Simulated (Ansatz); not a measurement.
# ZnS (F-43m): converging a phonon calculation, part 2 of 2

Wanted: convergence of the phonons of ZnS (F-43m) against cost.

Ansatz 0.2.0; DFT PBE, scalar-relativistic, plane waves, PAW.

So far. Step 9 (Another k mesh, q mesh 2×2×2): The highest optical mode at the zone centre (no LO-TO term) is 260.0 cm⁻¹, +0.0 cm⁻¹ against the base run. Step 10 (Another k mesh, k-mesh 18×18×18, q mesh 2×2×2): The highest optical mode at the zone centre (no LO-TO term) is 260.0 cm⁻¹, +0.0 cm⁻¹ against the base run. The relaxed cell has a = 5.444 Å (conventional setting).

The database entry behind the starting cell differs from later determinations by our own check (about 0.1 % short), so it need not match the best structure at ambient conditions.

### Step 11. Comparing the runs (continued)

The runs together, line C_V. Table of C_V, 8×8×8 = 12×12×12 = 18×18×18 by temperature:

```
temperature (K)  C_V, 8×8×8 = 12×12×12 = 18×18×18 (J/mol-atom/K)
              0                                                0
             50                                             6.10
            100                                             13.3
            150                                             17.9
            200                                             20.5
            250                                             21.9
            300                                             22.7
            350                                             23.3
            400                                             23.7
            450                                             23.9
            500                                             24.1
            550                                             24.2
            600                                             24.4
            650                                             24.4
            700                                             24.5
            750                                             24.6
            800                                             24.6
            850                                             24.6
            900                                             24.7
            950                                             24.7
           1000                                             24.7
```

### Step 12. Another cutoff, cutoff 170 eV, q mesh 2×2×2

The cutoff is set to 170 eV on a small fixed q mesh.

input.yaml

```yaml
crystal:
  lattice:
    - [0.0, 2.7217991408, 2.7217991408]
    - [2.7217991408, 0.0, 2.7217991408]
    - [2.7217991408, 2.7217991408, 0.0]
  atoms:
    - { symbol: Zn, position: [0.25, 0.25, 0.25] }
    - { symbol: S, position: [0.0, 0.0, 0.0] }
kpoints:
  mp_grid: { grid: [12, 12, 12] }
hamiltonian:
  xc: pbe
scf:
  occupations: { method: fixed }
output:
  eigenvalues: true
phonons:
  method: dfpt
  qmesh: [2, 2, 2]
  temperatures: { t_max: 1000, t_step: 50 }
  qpath:
    path:
      - [[0.0, 0.0, 0.0], [-0.5, -0.5, 0.0], [-0.375, -0.375, 0.25]]
      - [[-0.375, 0.0, 0.375], [0.0, 0.0, 0.0], [0.0, 0.0, 0.5], [-0.5, -0.25, 0.25], [-0.5, -0.5, 0.0]]
    npoints: 10
basis:
  ecutwfc: 170
```

Command:

```
$ ansatz run input.yaml --threads 4 --pin off --max-ram 7168MiB --backend cpu --events-out ev --progress --plain --runs-dir out
```

The job ended after 20 s (4 threads of Arm Neoverse V2, shared host; peak memory 0.56 GiB; 67 s of CPU time).

The run finished; it serves as a test, and its numbers are not taken as the result.

### Step 13. Another cutoff, cutoff 230 eV, q mesh 2×2×2

The cutoff is set to 230 eV on a small fixed q mesh.

input.yaml, as its differences from that of step 12:

```diff
@@ -26,2 +26,2 @@
 basis:
-  ecutwfc: 170
+  ecutwfc: 230
```

It took 22 s on 4 threads; peak memory 0.59 GiB.

The run finished; it serves as a test, and its numbers are not taken as the result.

### Step 14. Another cutoff, cutoff 290 eV, q mesh 2×2×2

The cutoff is set to 290 eV on a small fixed q mesh.

input.yaml, as its differences from that of step 13:

```diff
@@ -26,2 +26,2 @@
 basis:
-  ecutwfc: 230
+  ecutwfc: 290
```

Elapsed: 27 s, on 4 threads; peak memory 0.76 GiB.

The run finished; it serves as a test, and its numbers are not taken as the result.

### Step 15. Another cutoff, cutoff 360 eV, q mesh 2×2×2

The cutoff is set to 360 eV on a small fixed q mesh.

input.yaml, as its differences from that of step 14:

```diff
@@ -26,2 +26,2 @@
 basis:
-  ecutwfc: 290
+  ecutwfc: 360
```

Elapsed: 30 s, on 4 threads; peak memory 0.89 GiB; 1.9 min of CPU time.

Frequencies (cm⁻¹) solved at each irreducible wavevector; negative means imaginary. Frequencies by wavevector, by row:

```
q in reciprocal lattice units  star  mode 1  mode 2  mode 3  mode 4  mode 5  mode 6
                        0 0 0     1       0       0       0   260.2   260.2   260.2
                     0 0 -0.5     4    70.5    70.5   188.7   273.9   273.9   319.9
                  0 -0.5 -0.5     3    89.3    89.3   203.8   293.4   293.4   309.4
```

The highest optical mode at the zone centre (no LO-TO term) is 260.2 cm⁻¹, +0.2 cm⁻¹ against the base run.

### Step 16. Another cutoff, cutoff 550 eV, q mesh 2×2×2

The cutoff is set to 550 eV on a small fixed q mesh.

input.yaml, as its differences from that of step 15:

```diff
@@ -26,2 +26,2 @@
 basis:
-  ecutwfc: 360
+  ecutwfc: 550
```

Wall time 73 s (4 threads); peak memory 1.3 GiB; 4.7 min of CPU time.

The highest optical mode at the zone centre (no LO-TO term) is 260.1 cm⁻¹, +0.1 cm⁻¹ against the base run.

### Step 17. Outcome

```
mean frequency, q mesh 2×2×2                                             : 203 cm⁻¹
mean frequency, q mesh 3×3×3                                             : 204 cm⁻¹
highest optical mode at the zone centre (no LO-TO term), k-mesh 4×4×4    : 260 cm⁻¹
highest optical mode at the zone centre (no LO-TO term), k-mesh 6×6×6    : 260 cm⁻¹
highest optical mode at the zone centre (no LO-TO term), k-mesh 8×8×8    : 260 cm⁻¹
highest optical mode at the zone centre (no LO-TO term), k-mesh 12×12×12 : 260 cm⁻¹
highest optical mode at the zone centre (no LO-TO term), k-mesh 18×18×18 : 260 cm⁻¹
highest optical mode at the zone centre (no LO-TO term), cutoff 170 eV   : 272 cm⁻¹
highest optical mode at the zone centre (no LO-TO term), cutoff 230 eV   : 260 cm⁻¹
highest optical mode at the zone centre (no LO-TO term), cutoff 290 eV   : 260 cm⁻¹
highest optical mode at the zone centre (no LO-TO term), cutoff 360 eV   : 260 cm⁻¹
highest optical mode at the zone centre (no LO-TO term), cutoff 550 eV   : 260 cm⁻¹
```

**Reading.** Over the whole q mesh series, coarse runs included, the mean frequency runs from 202.9 to 204.0 cm⁻¹; from 2×2×2 on it stays within 1.1 cm⁻¹ of the finest run (4×4×4), against a tolerance of 2.0. Over the whole k mesh series, coarse runs included, the lowest mode on the q mesh (acoustic modes at Γ apart) runs from 70.0 to 70.9 cm⁻¹; from 4×4×4 on all solved modes stay within 2.7 cm⁻¹ of the finest run (18×18×18), against a tolerance of 3.2. Over the whole cutoff series, coarse runs included, the lowest mode on the q mesh (acoustic modes at Γ apart) runs from 64.1 to 75.2 cm⁻¹; from 290 eV on all solved modes stay within 2.2 cm⁻¹ of the finest run (550 eV), against a tolerance of 3.2. All runs share the cell relaxed at the base settings, which is not exactly at rest under another k mesh or cutoff. The program warns that the interpolation holds no quadrupole term, so branches close to Γ can be off in this crystal. These are harmonic frequencies at zero temperature: anharmonic shifts, linewidths and thermal expansion are left out.

[Logs are printed without paths, hosts, clocks, repeated set-up lines and the standing remarks that a program may print on its own settings, such as how far it seeks lower states.]

[Hosts, paths, dates, database ids (printed as entryN), source tags and the programs' standing remarks are cut or masked in the printed files.]
